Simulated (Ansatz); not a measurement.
## Lattice dynamics of NbRu3C (Pm-3m)

Task: relax NbRu3C (Pm-3m), then find its harmonic phonons.

Program: Ansatz 0.2.0. Level of theory: DFT PBEsol, scalar-relativistic, plane waves, PAW; PAW set soft_1. Results are calculated unless marked as measured.

### 1. Set-up

It takes space group Pm-3m (No. 221, cubic). Conventional cell: a = 4.065 Å, b = 4.065 Å, c = 4.065 Å, α = 90.00°, β = 90.00°, γ = 90.00°. Nearest to Nb lie 12 Ru at 2.87 Å. Nearest to Ru lie 2 C at 2.03 Å and 4 Nb at 2.87 Å and 8 Ru at 2.87 Å. Nearest to C lie 6 Ru at 2.03 Å. Farther neighbours are not listed.

Coordinates:

```cif
data_structure
_symmetry_space_group_name_H-M 'Pm-3m'
_symmetry_Int_Tables_number 221
_cell_length_a 4.0651
_cell_length_b 4.0651
_cell_length_c 4.0651
_cell_angle_alpha 90.000
_cell_angle_beta 90.000
_cell_angle_gamma 90.000
_cell_volume 67.18
loop_
_atom_site_label
_atom_site_type_symbol
_atom_site_symmetry_multiplicity
_atom_site_Wyckoff_symbol
_atom_site_fract_x
_atom_site_fract_y
_atom_site_fract_z
_atom_site_occupancy
Nb1 Nb 1 a 0.00000 0.00000 0.00000 1
Ru1 Ru 3 c 0.00000 0.50000 0.50000 1
C1 C 1 b 0.50000 0.50000 0.50000 1
```

### 2. Rough relaxation

The start is far from rest, so a relaxation with loose tolerances brings it close first.

File input.yaml:

```yaml
crystal:
  lattice:
    - [4.065138, 0.0, 0.0]
    - [0.0, 4.065138, 0.0]
    - [0.0, 0.0, 4.065138]
  atoms:
    - { symbol: Nb, position: [0.0, 0.0, 0.0] }
    - { symbol: Ru, position: [0.0, 0.5, 0.5] }
    - { symbol: Ru, position: [0.5, 0.0, 0.5] }
    - { symbol: Ru, position: [0.5, 0.5, 0.0] }
    - { symbol: C, position: [0.5, 0.5, 0.5] }
kpoints:
  mp_grid: { grid: [6, 6, 6] }
hamiltonian:
  xc: pbesol
  pseudopotentials: { kind: paw, azcp: { folder: soft_1 }, xc_functional: pbe }
scf:
  occupations: { method: gaussian, width: 0.1 }
output:
  forces: true
  stress: true
  eigenvalues: true
relax:
  adjacent_minimum: "off"
  f_tol: 0.05
  max_steps: 80
  cell: { stress_tol: 0.5 }
```

Command:

```sh
> ansatz run input.yaml --threads 4 --pin off --max-ram 10240MiB --backend cpu --events-out ev --progress --plain --runs-dir out
```

Numbers of over 12 decimals in the logs are rounded to 6 here.

Output:

```text
The last accepted step is kept in <dir> (removed where the run ends without a failure and the disk answers)
Engine: ansatz 0.2.0, aarch64-unknown-linux-gnu
Pseudopotentials: kind: paw
Pseudopotential: Nb, paw, valence charge 13, recommended cutoff 420 eV (normal), soft_1/Nb.paw.azcp
Pseudopotential: Ru, paw, valence charge 16, recommended cutoff 420 eV (normal), soft_1/Ru.paw.azcp
[...]
F+E_penalty+E_count = -22192.11042575 eV   max|allowed force component| = 2.577e-29 eV/Å   (the final SCF, on the basis selected at the relaxed cell)
  cell:  # Å, volume = 64.4645 Å³
    - [4.009654, 0, 0]
    - [0, 4.009654, 0]
    - [0, 0, 4.009654]
  atoms:
    - { symbol: Nb, position: [0, 0, 0] }
    - { symbol: Ru, position: [0, 0.5, 0.5] }
    - { symbol: Ru, position: [0.5, 0, 0.5] }
    - { symbol: Ru, position: [0.5, 0.5, 0] }
    - { symbol: C, position: [0.5, 0.5, 0.5] }
[key lines of the parts left out:]
SCF converged after 6 iterations
Free energy (F): -22192.110426 eV
Fermi energy:    21.497619 eV
P = ⅓ Tr σ = -0.0821 GPa (-0.821 kbar)
```

Wall time 5 s (4 threads of Arm Neoverse V1, shared host); peak memory 0.41 GiB; 18 s of CPU time.

Relaxation path:

```
step  energy less that of the first step (eV)  largest force component (eV/Å)  pressure (GPa)  volume (Å³)
   1                                   0.0000                          0.0000          -11.65        67.18
   2                                  -0.0653                          0.0000            8.67        62.78
   3                                  -0.1065                          0.0000           -0.60        64.58
   4                                  -0.1069                          0.0000           -0.03        64.46
  5*                                  -0.1031                          0.0000           -0.08        64.46
```

Relaxation steps marked * repeat the geometry before them on a plane-wave basis chosen anew for their cell, so energy and pressure can jump there.

Forces are held to the 48 operations that the run works with; a distortion that breaks them can't arise in this run.

```
conventional cell, symmetrised  before  after  change
                         a (Å)   4.065  4.010  -1.4 %
                         b (Å)   4.065  4.010  -1.4 %
                         c (Å)   4.065  4.010  -1.4 %
              volume (Å³/atom)   13.44  12.89  -4.0 %
```

This step gave:

* pressure: -0.08211 GPa
* volume per atom: 12.89 Å³
* gap on the k-mesh: 0 eV

In this step the volume went from 13.44 to 12.89 Å³/atom.

### 3. Relaxation

Harmonic phonons are second derivatives at a point where the forces vanish, and they are wanted at zero stress, so atoms and cell are relaxed first.

input.yaml, the sections that differ from step 2:

```yaml
crystal:
  lattice:
    - [4.0096535082, 0.0, 0.0]
    - [0.0, 4.0096535082, 0.0]
    - [0.0, 0.0, 4.0096535082]
  atoms:
    - { symbol: Nb, position: [0.0, 0.0, 0.0] }
    - { symbol: Ru, position: [0.0, 0.5, 0.5] }
    - { symbol: Ru, position: [0.5, 0.0, 0.5] }
    - { symbol: Ru, position: [0.5, 0.5, 0.0] }
    - { symbol: C, position: [0.5, 0.5, 0.5] }
kpoints:
  mp_grid: { grid: [10, 10, 10] }
relax:
  adjacent_minimum: "off"
  f_tol: 0.005
  max_steps: 80
  cell: { stress_tol: 0.05 }
# hamiltonian, scf, output: as in step 2
```

Output:

```text
[...]
Crystal: 5 atoms, lattice volume = 64.464 Å³
Basis set: ecut = 420 eV, 1237 PW (Γ), exchange–correlation on 54×54×54 points (8 copies of the dense FFT grid, shifted against one another)
Bands: 39, of which v1, the nominal top of the filled ones, is band 33 counted from 1 (32 counted from 0)
Symmetry: 48 space group operations
[...]
k-points: 56 of 1000
[...]
--- Relaxed structure (3 steps of the walk, 3 accepted, 1 SCFs on fresh bases) ---
[...]
cell:  # Å, volume = 64.4436 Å³
    - [4.009220, 0, 0]
    - [0, 4.009220, 0.0]
    - [0, 0.0, 4.009220]
  atoms:
    - { symbol: Nb, position: [0, 0, 0] }
    - { symbol: Ru, position: [0, 0.5, 0.5] }
    - { symbol: Ru, position: [0.5, 0, 0.5] }
    - { symbol: Ru, position: [0.5, 0.5, 0] }
    - { symbol: C, position: [0.5, 0.5, 0.5] }
[key lines of the parts left out:]
SCF converged after 7 iterations
Free energy (F): -22192.112007 eV
Fermi energy:    21.499261 eV
P = ⅓ Tr σ = -0.0006 GPa (-0.006 kbar)
```

Elapsed: 9.1 s, on 4 threads; peak memory 0.46 GiB; 34 s of CPU time.

Little changed from the start: no atom moved by 0.005 Å and no cell edge by 0.1 %.

Numbers from this step:

| Property | Result |
| --- | --- |
| pressure | -5.54e-4 GPa |

In this step the volume went from 12.89 to 12.89 Å³/atom.

### 4. Relaxing to small forces for the phonons

Phonons need a cell at rest on their own settings, so the relaxation is repeated with tight tolerances on forces and stress on the k mesh and occupations of the first response run.

input.yaml, the sections that differ from step 3:

```yaml
crystal:
  lattice:
    - [4.0092197668, 0.0, 0.0]
    - [0.0, 4.0092197668, 0.0]
    - [0.0, 0.0, 4.0092197668]
  atoms:
    - { symbol: Nb, position: [0.0, 0.0, 0.0] }
    - { symbol: Ru, position: [0.0, 0.5, 0.5] }
    - { symbol: Ru, position: [0.5, 0.0, 0.5] }
    - { symbol: Ru, position: [0.5, 0.5, 0.0] }
    - { symbol: C, position: [0.5, 0.5, 0.5] }
kpoints:
  mp_grid: { grid: [12, 12, 12] }
scf:
  occupations: { method: methfessel_paxton, width: 0.2 }
relax:
  adjacent_minimum: "off"
  f_tol: 0.001
  max_steps: 60
  cell: { stress_tol: 0.01 }
# hamiltonian, output: as in step 3
```

Output:

```text
[...]
Crystal: 5 atoms, lattice volume = 64.444 Å³
Basis set: ecut = 420 eV, 1237 PW (Γ), exchange–correlation on 54×54×54 points (8 copies of the dense FFT grid, shifted against one another)
Bands: 39, of which v1, the nominal top of the filled ones, is band 33 counted from 1 (32 counted from 0)
Symmetry: 48 space group operations
[...]
k-points: 84 of 1728
[...]
--- Relaxed structure (3 steps of the walk, 3 accepted, 1 SCFs on fresh bases) ---
[...]
cell:  # Å, volume = 64.4359 Å³
    - [4.009060, 0, 0.0]
    - [0, 4.009060, 0.0]
    - [0.0, 0.0, 4.009060]
  atoms:
    - { symbol: Nb, position: [0, 0, 0] }
    - { symbol: Ru, position: [0, 0.5, 0.5] }
    - { symbol: Ru, position: [0.5, 0, 0.5] }
    - { symbol: Ru, position: [0.5, 0.5, 0] }
    - { symbol: C, position: [0.5, 0.5, 0.5] }
[key lines of the parts left out:]
SCF converged after 5 iterations
Free energy (F): -22192.104101 eV
Fermi energy:    21.499911 eV
P = ⅓ Tr σ = -0.0003 GPa (-0.003 kbar)
```

The job ended after 12 s (4 threads; peak memory 0.5 GiB).

Little changed from the start: no atom moved by 0.005 Å and no cell edge by 0.1 %.

Numbers from this step:

* pressure: -2.92e-4 GPa

The forces vanish by symmetry and the pressure is 0.000 GPa, within the tolerances set. The cell now holds 12.89 Å³/atom.

### 5. Zone-centre response

The zone centre comes first: it holds the modes that light can see, as far as symmetry allows. No field response is asked, since the mesh shows no gap.

input.yaml, the sections that differ from step 4:

```yaml
crystal:
  lattice:
    - [4.0090600133, 0.0, 0.0]
    - [0.0, 4.0090600133, 0.0]
    - [0.0, 0.0, 4.0090600133]
  atoms:
    - { symbol: Nb, position: [0.0, 0.0, 0.0] }
    - { symbol: Ru, position: [0.0, 0.5, 0.5] }
    - { symbol: Ru, position: [0.5, 0.0, 0.5] }
    - { symbol: Ru, position: [0.5, 0.5, 0.0] }
    - { symbol: C, position: [0.5, 0.5, 0.5] }
output:
  eigenvalues: true
phonons:
  method: dfpt
# kpoints, hamiltonian, scf: as in step 4
# relax: removed
```

Output:

```text
zone centre: on kpoints.mp_grid the ground state, and the responses unless they are solved on pairs of k-points, stand on 343 of the mesh's 1728 k-points, reduced under 8 symmetry operations, with k and −k counted as one. Each operation leaves every solved displacement unchanged or reverses it
[...]
Crystal: 5 atoms, lattice volume = 64.436 Å³
Basis set: ecut = 420 eV, 1237 PW (Γ), exchange–correlation on 54×54×54 points (8 copies of the dense FFT grid, shifted against one another)
Bands: 39, of which v1, the nominal top of the filled ones, is band 33 counted from 1 (32 counted from 0)
Symmetry: 48 space group operations
k-points: 343 of 1728 (irreducible under 8 space group operations)
[...]
SCF iter   1: F=—  HF=-22197.418435 eV  |F-HF|=—  |Δ(HF+E_count)|=         —  Δρ=1.85e-1  dr2=3.02e1  ethr=3.10e-3  ⟨swp⟩=5.0  Hψ=44314  notcnv=0
[...]
SCF iter  11: F=-22192.104101 eV  HF=-22192.104101 eV  |F-HF|=3.64e-12  |Δ(HF+E_count)|=    0.00e0  S|Δr|=    0.00e0  Δρ=7.18e-8  dr2=2.44e-12  ethr=1.00e-12  ⟨swp⟩=6.1  Hψ=56283  notcnv=0
SCF 1 converged in 11 iterations: F = -22192.104101 eV  dr2 = 2.44e-12
[...]
DFPT response loops at Γ: preconditioner auto → Kerker (q_TF=auto, 2.732 Å⁻¹) (partly filled bands, converged f_vac=0.000); β = 1.00, the filter's whole step (`scf.mixing.beta` (0.50) is not read by the response loops under this deck's `scf.mixing.preconditioner`; to damp them name `kerker` or `kerker_dos`, under which they read `scf.mixing.beta`, and type it under 1.00, their step now; both keys bind the ground state too); Broyden in place of MSR1
SCF converged after 11 iterations
[...]
Free energy (F): -22192.104101 eV
[...]
Internal energy: -22192.102814 eV  (E = F + TS)
E sigma→0 (E₀):  -22192.103779 eV
Entropy (-TS):   -0.001286 eV (-0.257 meV/atom)
Fermi energy:    21.499911 eV
[...]
--- Band table (eV; the first three rows and the last of 343) ---
  k-point 0: bands = [... 29 lower, 20.0306, 20.0306, 22.1682, 22.2019, 22.2019, 22.2019, 23.4446, 23.4446, ... 2 higher]
  k-point 1: bands = [... 29 lower, 20.0396, 20.2796, 22.0912, 22.2021, 22.2116, 22.2116, 23.3955, 23.4302, ... 2 higher]
  k-point 2: bands = [... 29 lower, 20.0623, 20.4963, 21.8595, 22.2028, 22.2424, 22.2424, 23.2700, 23.3410, ... 2 higher]
  k-point 342: bands = [... 29 lower, 21.6699, 21.6699, 21.6699, 21.9482, 21.9482, 21.9482, 22.7418, 22.7418, ... 2 higher]
--- Phonons (Γ-DFPT): 4 representative perturbations + reference, on 343 of 1728 k-points (Σ response iterations 14) ---
  k mesh reduced under 8 symmetry operations, with k and −k counted as one. Each operation leaves every solved displacement unchanged or reverses it
  ASR residual: 3.408e-5 → 0.000e0 eV/Å²; symmetrization residual: 4.259e-6 eV/Å²
  ASR residual per site (eV/Å²): 2.16e-5 2.76e-5 2.76e-5 2.76e-5 3.41e-5
  Γ frequencies (cm⁻¹): 0.00 0.00 0.00 70.51 70.51 70.51 94.83 94.83 94.83 140.09 140.09 140.09 568.45 568.45 568.45
  non-analytic LO–TO correction: not included (Born effective charges unavailable; polar crystals: no LO–TO splitting at Γ)
```

Elapsed: 2.5 min, on 4 threads; peak memory 2.7 GiB.

Numbers from this step:

| Property | Result |
| --- | --- |
| sum-rule residual before enforcement | 3.41e-5 eV/Å² |
| point group | m-3m |
| highest optical mode at the zone centre (no LO-TO term) | 568.5 cm⁻¹ |
| lowest optical zone-centre mode | 70.51 cm⁻¹ |

Patterns of degenerate modes are one choice out of their space. The modes at Γ (shares of kinetic energy by element, %):

```
mode  frequency (cm⁻¹)  symmetry  Nb %  Ru %  C %
   1               0.0  acoustic    23    74    3
   2               0.0  acoustic    23    74    3
   3               0.0  acoustic    23    74    3
   4              70.5       T2u     0   100    0
   5              70.5       T2u     0   100    0
   6              70.5       T2u     0   100    0
   7              94.8       T1u    19    75    5
   8              94.8       T1u    19    75    5
   9              94.8       T1u    19    75    5
  10             140.1       T1u    58    37    5
  11             140.1       T1u    58    37    5
  12             140.1       T1u    58    37    5
  13             568.5       T1u     0    13   87
  14             568.5       T1u     0    13   87
  15             568.5       T1u     0    13   87
```

Displacements in mode 6 (70.5 cm⁻¹), the largest set to 1:
```
Nb1  0.00  0.00  0.00
Ru2  0.00  0.06  1.00
Ru3  0.04  0.00 -1.00
Ru4 -0.04 -0.06  0.00
C5   0.00  0.00  0.00
```

Displacements in mode 14 (568.5 cm⁻¹), the largest set to 1:
```
Nb1  0.00  0.00  0.00
Ru2  0.00  0.00  0.01
Ru3  0.00  0.01  0.01
Ru4  0.00  0.00 -0.13
C5   0.00 -0.05  1.00
```

Before it was imposed, the acoustic sum rule was missed by 3.4e-5 eV/Å². Small misses are needed for a sound result but don't prove that mesh and cutoff are converged. The lowest optical mode is real, 70.5 cm⁻¹.

[end of part 1 of 2]

[Logs are printed without paths, hosts, clocks, repeated set-up lines and the standing remarks that a program may print on its own settings, such as how far it seeks lower states.]

[Hosts, paths, dates, database ids (printed as entryN), source tags and the programs' standing remarks are cut or masked in the printed files.]
